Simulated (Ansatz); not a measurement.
# What CaGeS3 (model cell, started as cubic perovskite with Ge in the octahedra) distorts into

Wanted: the energy along a soft mode of CaGeS3 (model cell, started as cubic perovskite with Ge in the octahedra) and the structure at the end.

Program: Ansatz 0.2.0. Level of theory: DFT PBEsol, scalar-relativistic, plane waves, PAW; PAW set soft_1. Results are calculated unless marked as measured.

The structure was built from a prototype and need not be the compound's stable phase.

## (1) Starting point

The structure is cubic, space group Pm-3m (No. 221). The conventional cell has a = 4.701 Å, b = 4.701 Å, c = 4.701 Å, α = 90.00°, β = 90.00°, γ = 90.00°. Ca has 12 S at 3.32 Å nearest. Nearest to Ge lie 6 S at 2.35 Å. Nearest to S lie 2 Ge at 2.35 Å and 4 Ca at 3.32 Å. Farther neighbours and most contacts between anions are not listed.

Coordinates:

```cif
data_structure
_symmetry_space_group_name_H-M 'P 1'
_symmetry_Int_Tables_number 1
_cell_length_a 4.7008
_cell_length_b 4.7008
_cell_length_c 4.7008
_cell_angle_alpha 90.000
_cell_angle_beta 90.000
_cell_angle_gamma 90.000
_cell_volume 103.87
loop_
_atom_site_label
_atom_site_type_symbol
_atom_site_fract_x
_atom_site_fract_y
_atom_site_fract_z
_atom_site_occupancy
Ca1 Ca 0.00000 0.00000 0.00000 1
Ge2 Ge 0.50000 0.50000 0.50000 1
S3 S 0.50000 0.50000 0.00000 1
S4 S 0.50000 0.00000 0.50000 1
S5 S 0.00000 0.50000 0.50000 1
```

## (2) Response at finite wavevector

The cell comes from relaxations at this level that are not shown. Stability and thermal properties need the whole zone. Linear response on a 4×4×4 q mesh gives force constants as far as a supercell of that size would.

Contents of input.yaml:

```yaml
crystal:
  lattice:
    - [4.7007771819, 0.0, 0.0]
    - [0.0, 4.7007771819, 0.0]
    - [0.0, 0.0, 4.7007771819]
  atoms:
    - { symbol: Ca, position: [0.0, 0.0, 0.0] }
    - { symbol: Ge, position: [0.5, 0.5, 0.5] }
    - { symbol: S, position: [0.5, 0.5, 0.0] }
    - { symbol: S, position: [0.5, 0.0, 0.5] }
    - { symbol: S, position: [0.0, 0.5, 0.5] }
kpoints:
  mp_grid: { grid: [8, 8, 8] }
hamiltonian:
  xc: pbesol
  pseudopotentials: { kind: paw, azcp: { folder: soft_1 }, xc_functional: pbe }
scf:
  occupations: { method: methfessel_paxton, width: 0.2 }
output:
  eigenvalues: true
phonons:
  method: dfpt
  qmesh: [4, 4, 4]
  temperatures: { t_max: 1000, t_step: 50 }
  qpath:
    path:
      - [[0.0, 0.0, 0.0], [0.0, 0.5, 0.0], [0.5, 0.5, 0.0], [0.0, 0.0, 0.0], [0.5, 0.5, 0.5], [0.0, 0.5, 0.0]]
      - [[0.5, 0.5, 0.5], [0.5, 0.5, 0.0]]
    npoints: 10
```

Launch:

```sh
$ ansatz run input.yaml --threads 4 --pin off --max-ram 16384MiB --backend cpu --events-out ev --progress --plain --runs-dir out
```

Numbers of over 12 decimals in the logs are rounded to 6 here.

Log:

```text
Engine: ansatz 0.2.0, aarch64-unknown-linux-gnu
Pseudopotentials: kind: paw
Pseudopotential: Ca, paw, valence charge 10, recommended cutoff 420 eV (normal), soft_1/Ca.paw.azcp
Pseudopotential: Ge, paw, valence charge 14, recommended cutoff 420 eV (normal), soft_1/Ge.paw.azcp
Pseudopotential: S, paw, valence charge 6, recommended cutoff 420 eV (normal), soft_1/S.paw.azcp
Functional definition: PBEsol
  exchange = pbesol_x
  correlation = pbesol_c
Crystal: 5 atoms, lattice volume = 103.875 Å³
Basis set: ecut = 420 eV, 2007 PW (Γ), exchange–correlation on 64×64×64 points (8 copies of the dense FFT grid, shifted against one another)
Bands: 26, of which v1, the nominal top of the filled ones, is band 21 counted from 1 (20 counted from 0)
Symmetry: 48 space group operations
k-points: 35 of 512
Non-local potential: Ca, projectors of the file, l = 0: 3, l = 1: 2, l = 2: 2
Non-local potential: Ge, projectors of the file, l = 0: 2, l = 1: 2, l = 2: 3, l = 3: 1
Non-local potential: S, projectors of the file, l = 0: 2, l = 1: 2, l = 2: 1
PAW form: soft (Blöchl's): semilocal exchange-correlation on the pseudo side does not see the compensation charge
PAW frozen core: Ca, regenerated for the run's functional, and the local potential with it (the file was generated under x = pbe(κ = 0.804, μ = 0.219515), c = pbe(β = 0.066725))
PAW frozen core: Ge, regenerated for the run's functional, and the local potential with it (the file was generated under x = pbe(κ = 0.804, μ = 0.219515), c = pbe(β = 0.066725))
PAW frozen core: S, regenerated for the run's functional, and the local potential with it (the file was generated under x = pbe(κ = 0.804, μ = 0.219515), c = pbe(β = 0.066725))
PAW one-centre angular grid: Ca, 110 points (default); XC on 64 Gauss nodes
PAW one-centre angular grid: Ge, 590 points (default); XC on 64 Gauss nodes
PAW one-centre angular grid: S, 110 points (default); XC on 64 Gauss nodes
Initial density: superposition of atomic densities (chi_scale 0.1, normalization cell, long waves kept (reshape's long-wave potential 0.01 eV rms))
Initial wavefunctions: pseudopotential atomic-orbital guess
Functional: x = pbesol(κ = 0.804, μ = 0.123457), c = pbesol(β = 0.046)
SCF iter   1: F=—  HF=-8706.219846 eV  |F-HF|=—  |Δ(HF+E_count)|=         —  Δρ=3.86e-2  dr2=2.77e0  ethr=3.10e-3  ⟨swp⟩=8.4  Hψ=4790  notcnv=0
preconditioner: auto → Kerker (q_TF=auto, 2.346 Å⁻¹)  [metal: Δε(μ)=0.013 eV  Ē_g=7.310 eV  σ=0.200 eV  W_gap=0.06  n_scr=26 (ndim 8)  ℏωp=17.8 eV  f_vac=0.000  D(μ)=2.32/eV (n_scr^D=18)]
SCF iter   2: F=—  HF=-8705.569727 eV  |F-HF|=—  |Δ(HF+E_count)|=   6.50e-1  S|Δr|=    0.00e0  Δρ=2.03e-2  dr2=8.42e-1  ethr=3.10e-3  ⟨swp⟩=3.0  Hψ=1998  notcnv=0  defer=19
SCF iter   3: F=—  HF=-8705.312464 eV  |F-HF|=—  |Δ(HF+E_count)|=   2.57e-1  S|Δr|=    0.00e0  Δρ=5.14e-3  dr2=7.56e-2  ethr=2.01e-3  ⟨swp⟩=3.3  Hψ=2300  notcnv=0  defer=19
SCF iter   4: F=—  HF=-8705.290746 eV  |F-HF|=—  |Δ(HF+E_count)|=   2.17e-2  S|Δr|=    0.00e0  Δρ=1.85e-3  dr2=7.30e-3  ethr=1.80e-4  ⟨swp⟩=2.2  Hψ=1855  notcnv=0  defer=18
SCF iter   5: F=—  HF=-8705.287241 eV  |F-HF|=—  |Δ(HF+E_count)|=   3.51e-3  S|Δr|=    0.00e0  Δρ=1.09e-3  dr2=1.96e-3  ethr=1.74e-5  ⟨swp⟩=2.0  Hψ=1561  notcnv=0  defer=18
SCF iter   6: F=—  HF=-8705.286797 eV  |F-HF|=—  |Δ(HF+E_count)|=   4.44e-4  S|Δr|=    0.00e0  Δρ=3.66e-4  dr2=3.10e-4  ethr=4.67e-6  ⟨swp⟩=2.3  Hψ=1543  notcnv=0  defer=17
SCF iter   7: F=—  HF=-8705.286749 eV  |F-HF|=—  |Δ(HF+E_count)|=   4.77e-5  S|Δr|=    0.00e0  Δρ=7.53e-5  dr2=1.26e-5  ethr=7.38e-7  ⟨swp⟩=2.9  Hψ=1643  notcnv=0  defer=17
SCF iter   8: F=—  HF=-8705.286752 eV  |F-HF|=—  |Δ(HF+E_count)|=   2.10e-6  S|Δr|=    0.00e0  Δρ=1.16e-5  dr2=2.60e-7  ethr=3.01e-8  ⟨swp⟩=2.1  Hψ=1390  notcnv=0  defer=17
SCF iter   9: F=—  HF=-8705.286750 eV  |F-HF|=—  |Δ(HF+E_count)|=   1.41e-6  S|Δr|=    0.00e0  Δρ=2.38e-6  dr2=8.99e-9  ethr=6.20e-10  ⟨swp⟩=2.5  Hψ=1659  notcnv=0  defer=17
SCF iter  10: F=—  HF=-8705.286750 eV  |F-HF|=—  |Δ(HF+E_count)|=  5.84e-10  S|Δr|=    0.00e0  Δρ=5.57e-7  dr2=3.81e-10  ethr=2.14e-11  ⟨swp⟩=2.0  Hψ=1595  notcnv=0  defer=17
SCF iter  11: F=—  HF=-8705.286750 eV  |F-HF|=—  |Δ(HF+E_count)|=  1.82e-11  S|Δr|=    0.00e0  Δρ=1.88e-7  dr2=5.01e-11  ethr=1.00e-12  ⟨swp⟩=2.7  Hψ=1480  notcnv=0  defer=17
SCF iter  12: F=-8705.286750 eV  HF=-8705.286750 eV  |F-HF|=0.00e0  |Δ(HF+E_count)|=  3.64e-12  S|Δr|=    0.00e0  Δρ=4.70e-8  dr2=3.37e-12  ethr=1.00e-12  ⟨swp⟩=11.5  Hψ=5292  notcnv=0
SCF 1 converged in 12 iterations: F = -8705.286750 eV  dr2 = 3.37e-12
  greatest PAW one-centre occupation: 0.999 electrons in one spin orbital (limit 2), on the Ge atom at site 1 (counted from 0), in its partial waves of l = 2
Initial density: read from a saved state, or passed on in memory by an earlier SCF of this step, an earlier step, the calling program or the single point that the run made first
iter 1 solved again at ethr=4.76e-7 eV; its pass at ethr=3.10e-3 eV (dr2=2.00e-4 eV) is discarded
SCF iter   1: F=—  HF=-8705.286754 eV  |F-HF|=—  |Δ(HF+E_count)|=         —  Δρ=6.98e-7  dr2=8.34e-10  ethr=4.76e-7  ⟨swp⟩=3.9  Hψ=7384  notcnv=0
eigensolver tolerance schedule: the retry pair's looser diagonalisation over-reported the residual by 239542.62 of it (diagonalisation noise at an unbounded share of the residual, at the tolerance the schedule requests for it); recorded, not acted on — ethr = c·dr2/N_el stays at c = 1.0e-1
preconditioner: auto → Kerker (q_TF=auto, 2.346 Å⁻¹)  [metal: Δε(μ)=0.019 eV  Ē_g=8.677 eV  σ=0.200 eV  W_gap=0.08  n_scr=26 (ndim 8)  ℏωp=17.8 eV  f_vac=0.000  D(μ)=3.04/eV (n_scr^D=18)]
SCF iter   2: F=—  HF=-8705.286750 eV  |F-HF|=—  |Δ(HF+E_count)|=   3.58e-6  S|Δr|=    0.00e0  Δρ=3.79e-7  dr2=2.25e-10  ethr=1.99e-12  ⟨swp⟩=4.8  Hψ=2981  notcnv=0
SCF iter   3: F=—  HF=-8705.286750 eV  |F-HF|=—  |Δ(HF+E_count)|=  5.46e-11  S|Δr|=    0.00e0  Δρ=2.20e-7  dr2=7.14e-11  ethr=1.00e-12  ⟨swp⟩=1.1  Hψ=914  notcnv=0
SCF iter   4: F=—  HF=-8705.286750 eV  |F-HF|=—  |Δ(HF+E_count)|=  1.82e-11  S|Δr|=    0.00e0  Δρ=1.25e-7  dr2=2.35e-11  ethr=1.00e-12  ⟨swp⟩=1.0  Hψ=910  notcnv=0
SCF iter   5: F=-8705.286750 eV  HF=-8705.286750 eV  |F-HF|=3.64e-12  |Δ(HF+E_count)|=  3.64e-12  S|Δr|=    0.00e0  Δρ=4.92e-8  dr2=3.77e-12  ethr=1.00e-12  ⟨swp⟩=4.9  Hψ=2704  notcnv=0
SCF 2 converged in 5 iterations: F = -8705.286750 eV  dr2 = 3.77e-12
phonons: the bands overlap, so this run is a metal and interpolates without the dipole-dipole term. If the crystal is really an insulator or semiconductor, its LO-TO splitting is missing
NSCF: frozen V_eff on 35 k-points
NSCF: frozen V_eff on 125 k-points
DFPT response loops at q = (0, 0, 0) (fractional): preconditioner auto → Kerker (q_TF=auto, 2.346 Å⁻¹) (partly filled bands, converged f_vac=0.000); β = 1.00, the filter's whole step (`scf.mixing.beta` (0.50) is not read by the response loops under this deck's `scf.mixing.preconditioner`; to damp them name `kerker` or `kerker_dos`, under which they read `scf.mixing.beta`, and type it under 1.00, their step now; both keys bind the ground state too); Broyden in place of MSR1
NSCF: frozen V_eff on 400 k-points
DFPT response loops at q = (0, 0, 0.25) (fractional): mixed as the last ones told, above
NSCF: frozen V_eff on 250 k-points
DFPT response loops at q = (0, 0, -0.5) (fractional): mixed as the last ones told, above
NSCF: frozen V_eff on 640 k-points
DFPT response loops at q = (0, 0.25, 0.25) (fractional): mixed as the last ones told, above
NSCF: frozen V_eff on 400 k-points
DFPT response loops at q = (0, 0.25, -0.5) (fractional): mixed as the last ones told, above
NSCF: frozen V_eff on 250 k-points
DFPT response loops at q = (0, -0.5, -0.5) (fractional): mixed as the last ones told, above
NSCF: frozen V_eff on 1024 k-points
DFPT response loops at q = (0.25, 0.25, 0.25) (fractional): mixed as the last ones told, above
NSCF: frozen V_eff on 640 k-points
DFPT response loops at q = (0.25, 0.25, -0.5) (fractional): mixed as the last ones told, above
NSCF: frozen V_eff on 400 k-points
DFPT response loops at q = (0.25, -0.5, -0.5) (fractional): mixed as the last ones told, above
NSCF: frozen V_eff on 250 k-points
DFPT response loops at q = (-0.5, -0.5, -0.5) (fractional): mixed as the last ones told, above
SCF converged after 12 iterations
Stability not checked: this state was not tested for a lower state beside it, because cold or Methfessel-Paxton smearing, or corrected tetrahedra, fill the levels in a way that the test cannot read (fill_not_monotonic; see scf.lower_state_search)
Free energy (F): -8705.286750 eV
Harris-Foulkes:  -8705.286750 eV  (|F-HF|=0.00e0)
Internal energy: -8705.275340 eV  (E = F + TS)
E sigma→0 (E₀):  -8705.283898 eV
Entropy (-TS):   -0.011410 eV (-2.282 meV/atom)
Fermi energy:    7.280752 eV
--- Per-component energies (eV) ---
  E_band       = -292.122245
  E_kinetic    = 662.866519
  E_local      = -3578.759881  (includes V_loc(G=0)·N_el)
  E_nonlocal   = 415.740226
  E_hartree    = 1537.323911
  E_xc         = -462.056574
  E_vxc        = -471.366434  (∫ρ·V_xc dr)
  E_paw        = -4594.083082  (= ΣΔE_a)
  E_vpaw       = -395.250537  (= ΣTr[D̂ρ^β])
  E_aug_tail   = 0.000009  (compensation charges beyond the density's cutoff)
  E_ewald      = -2687.529049
  E_core_change = 1.222580  (= ΣΔE_core)
  E_smearing   = -0.011410  (= −TS)
  E_closure    = 0.000000  (closes the sum)
  Σ components = -8705.286750   (vs F -8705.286750, Δ=0.00e0)
--- Band table (eV; the first three rows and the last of 35) ---
  k-point 0: bands = [... 17 lower, 6.1709, 6.1709, 6.4299, 6.4299, 6.4299, 10.0417, 10.0417, 10.2605, ... 1 higher]
  k-point 1: bands = [... 17 lower, 6.0324, 6.0324, 6.2548, 6.3569, 6.3569, 10.1601, 10.3113, 10.4442, ... 1 higher]
  k-point 2: bands = [... 17 lower, 5.6649, 5.6706, 6.2183, 6.2615, 6.2615, 10.4650, 10.5854, 10.9119, ... 1 higher]
  k-point 34: bands = [... 17 lower, 6.1094, 7.6934, 7.6934, 7.6934, 9.7036, 9.7036, 9.7036, 9.7245, ... 1 higher]
--- Phonons (Γ-DFPT): 4 representative perturbations + reference (Σ response iterations 12) ---
  ASR residual: 1.023e-5 → 0.000e0 eV/Å²; symmetrization residual: 7.831e-6 eV/Å²
  ASR residual per site (eV/Å²): 1.50e-6 6.16e-6 1.02e-5 1.02e-5 1.02e-5
  Γ frequencies (cm⁻¹): -127.68 -127.68 -127.68 -92.75 -92.75 -92.75 -15.79 -15.79 -15.79 0.00 0.00 0.00 317.78 317.78 317.78
--- Phonons (arbitrary-q DFPT): 10 irreducible q on the 4×4×4 mesh ---
  q = [0.0000, 0.0000, 0.0000] (star 1, of the zone-centre solve; hermiticity 1.61e-6, symmetrization 4.53e-12): -127.68 -127.68 -127.68 -92.75 -92.75 -92.75 -15.79 -15.79 -15.79 -0.00 0.00 0.00 317.78 317.78 317.78
  q = [0.0000, 0.0000, 0.2500] (star 6, 9 solved perturbations in 1560 linear systems a pass and spin channel, the states on 200 of 512 k-point pairs; hermiticity 1.23e-6, symmetrization 2.78e-12): -140.31 -121.85 -121.85 -118.70 -96.69 -96.69 -24.31 -20.05 -20.05 41.26 41.26 133.82 283.74 317.47 317.47
  q = [0.0000, 0.0000, -0.5000] (star 3, 9 solved perturbations in 975 linear systems a pass and spin channel, the states on 125 of 512 k-point pairs; hermiticity 1.74e-6, symmetrization 1.83e-8): -143.98 -130.26 -125.00 -125.00 -96.63 -96.63 -33.91 -33.91 12.01 49.48 49.48 200.84 309.26 318.76 318.76
  q = [0.0000, 0.2500, 0.2500] (star 12, 9 solved perturbations in 2460 linear systems a pass and spin channel, the states on 320 of 512 k-point pairs; hermiticity 1.16e-6, symmetrization 8.11e-14): -159.82 -134.98 -115.38 -114.70 -99.76 -80.97 -28.05 -25.41 30.79 55.73 139.08 145.02 274.06 310.41 317.03
  q = [0.0000, 0.2500, -0.5000] (star 12, 15 solved perturbations on 200 of 512 k-point pairs; hermiticity 1.48e-6, symmetrization 1.06e-7): -165.42 -155.34 -125.96 -118.94 -96.62 -40.49 -8.39 31.57 60.80 66.20 147.91 205.92 281.68 318.52 326.78
  q = [0.0000, -0.5000, -0.5000] (star 3, 9 solved perturbations in 975 linear systems a pass and spin channel, the states on 125 of 512 k-point pairs; hermiticity 1.03e-6, symmetrization 8.80e-9): -165.51 -165.51 -156.90 -107.41 -107.41 -46.79 55.32 55.32 65.02 105.77 210.65 210.65 274.03 316.23 319.51
  q = [0.2500, 0.2500, 0.2500] (star 8, 4 solved perturbations in 1376 linear systems a pass and spin channel, the states on 512 of 512 k-point pairs; hermiticity 1.14e-6, symmetrization 3.57e-12): -154.55 -154.55 -150.38 -104.51 -104.51 -59.08 -14.92 59.04 59.04 143.91 143.91 154.48 277.53 277.53 340.76
  q = [0.2500, 0.2500, -0.5000] (star 12, 9 solved perturbations in 2460 linear systems a pass and spin channel, the states on 320 of 512 k-point pairs; hermiticity 1.49e-6, symmetrization 5.87e-8): -166.48 -165.85 -149.00 -103.39 -102.11 -69.28 71.96 82.71 85.98 147.92 155.86 210.19 276.98 282.36 354.58
  q = [0.2500, -0.5000, -0.5000] (star 6, 9 solved perturbations in 1560 linear systems a pass and spin channel, the states on 200 of 512 k-point pairs; hermiticity 1.03e-6, symmetrization 3.92e-8): -167.11 -167.11 -161.57 -103.59 -103.59 -80.76 94.97 94.97 110.30 155.29 214.71 214.71 270.69 273.04 360.33
  q = [-0.5000, -0.5000, -0.5000] (star 1, 4 solved perturbations in 350 linear systems a pass and spin channel, the states on 125 of 512 k-point pairs; hermiticity 7.40e-7, symmetrization 5.10e-9): -166.86 -166.86 -166.86 -101.96 -101.96 -101.96 114.80 114.80 114.80 219.98 219.98 219.98 268.35 268.35 375.92
  sum rule: each row above includes the acoustic sum rule's correction from the zone centre's row sums; it moved no ω² by more than (0.29 cm⁻¹)²
  mesh force constants: q→R imaginary residual 5.80e-19; ASR residual 1.023e-5 → 0.000e0 eV/Å²; symmetrization residual 1.599e-14 eV/Å²
  interpolated dispersion: 62 rows × 15 modes
  density of states and harmonic sums: on the 16×16×16 q-mesh, interpolated from the force constants of a 4×4×4 supercell (no non-analytic term)
  largest difference from the sums on the solved wave vectors: F 7.45e-2 eV, S 9.65e-5 and C_V 2.20e-5 eV/K
  zero-point energy: 0.090775 eV/cell   skipped modes (ω ≤ 0): 1158, of them read as no rigid motion or as one in doubt: 1155 (6.900e0 modes/cell left out, lowest -167.40 cm⁻¹)   left out of the sums: 4.60e-1 of the cell's modes: C_V's classical limit lies that fraction below 3 k_B per atom; for a crystal, a wire or a layer, F and S can be off by more, and a phonons.interpolated_qmesh denser along its periods is the remedy for the sampling
```

Wall time 18 min (4 threads of Arm Neoverse V1, shared host); peak memory 3.1 GiB; 70 min of CPU time.

Numbers from this step:

```
volume per atom                                         : 20.77 Å³
gap on the k-mesh                                       : 0 eV
sum-rule residual before enforcement                    : 1.02e-5 eV/Å²
lowest frequency on the path                            : -167.4 cm⁻¹
point group                                             : m-3m
highest frequency on the path or at a solved wavevector : 375.9 cm⁻¹
highest optical mode at the zone centre (no LO-TO term) : 317.8 cm⁻¹
lowest optical zone-centre mode                         : -127.7 cm⁻¹
lowest mode on the q mesh (acoustic modes at Γ apart)   : -167.1 cm⁻¹
```

Frequencies (cm⁻¹) solved at each irreducible wavevector; negative means imaginary. Frequencies by wavevector, by row:

```
q in reciprocal lattice units  star  mode 1  mode 2  mode 3  mode 4  mode 13  mode 14  mode 15
                        0 0 0     1  -127.7  -127.7  -127.7   -92.8    317.8    317.8    317.8
                     0 0 0.25     6  -140.3  -121.8  -121.8  -118.7    283.7    317.5    317.5
                     0 0 -0.5     3    -144  -130.3    -125    -125    309.3    318.8    318.8
                  0 0.25 0.25    12  -159.8    -135  -115.4  -114.7    274.1    310.4      317
                  0 0.25 -0.5    12  -165.4  -155.3    -126  -118.9    281.7    318.5    326.8
                  0 -0.5 -0.5     3  -165.5  -165.5  -156.9  -107.4      274    316.2    319.5
               0.25 0.25 0.25     8  -154.6  -154.6  -150.4  -104.5    277.5    277.5    340.8
               0.25 0.25 -0.5    12  -166.5  -165.8    -149  -103.4      277    282.4    354.6
               0.25 -0.5 -0.5     6  -167.1  -167.1  -161.6  -103.6    270.7      273    360.3
               -0.5 -0.5 -0.5     1  -166.9  -166.9  -166.9    -102    268.4    268.4    375.9
```

Interpolated from a 4×4×4 q mesh. The phonon branches at the labelled points (cm⁻¹):

```
    point  branch 1  branch 2  branch 3  branch 4  branch 12  branch 13  branch 14  branch 15
        Γ      -128      -128      -128       -93          0        318        318        318
  halfway      -140      -122      -122      -119        134        284        318        318
        X      -144      -130      -125      -125        201        309        319        319
  halfway      -165      -155      -126      -119        206        282        318        327
        M      -166      -166      -157      -107        211        274        316        320
  halfway      -160      -135      -115      -115        145        274        310        317
        Γ      -128      -128      -128       -93          0        318        318        318
  halfway      -155      -155      -150      -104        154        278        278        341
        R      -167      -167      -167      -102        220        268        268        376
  halfway      -166      -166      -149      -103        210        277        282        355
        X      -144      -130      -125      -125        201        309        319        319
jump to R      -167      -167      -167      -102        220        268        268        376
  halfway      -167      -167      -162      -104        215        271        273        360
        M      -166      -166      -157      -107        211        274        316        320
```

Symmetry leaves 10 wavevectors to solve. The lowest mode among them, the acoustic zeros apart, lies at q = (0.25, -0.5, -0.5) and is imaginary, 167.1i cm⁻¹, so the energy falls along it.

(Continued in part 2 of 3.)

[Logs are printed without paths, hosts, clocks, repeated set-up lines and the standing remarks that a program may print on its own settings, such as how far it seeks lower states.]

[Hosts, paths, dates, database ids (printed as entryN), source tags and the programs' standing remarks are cut or masked in the printed files.]
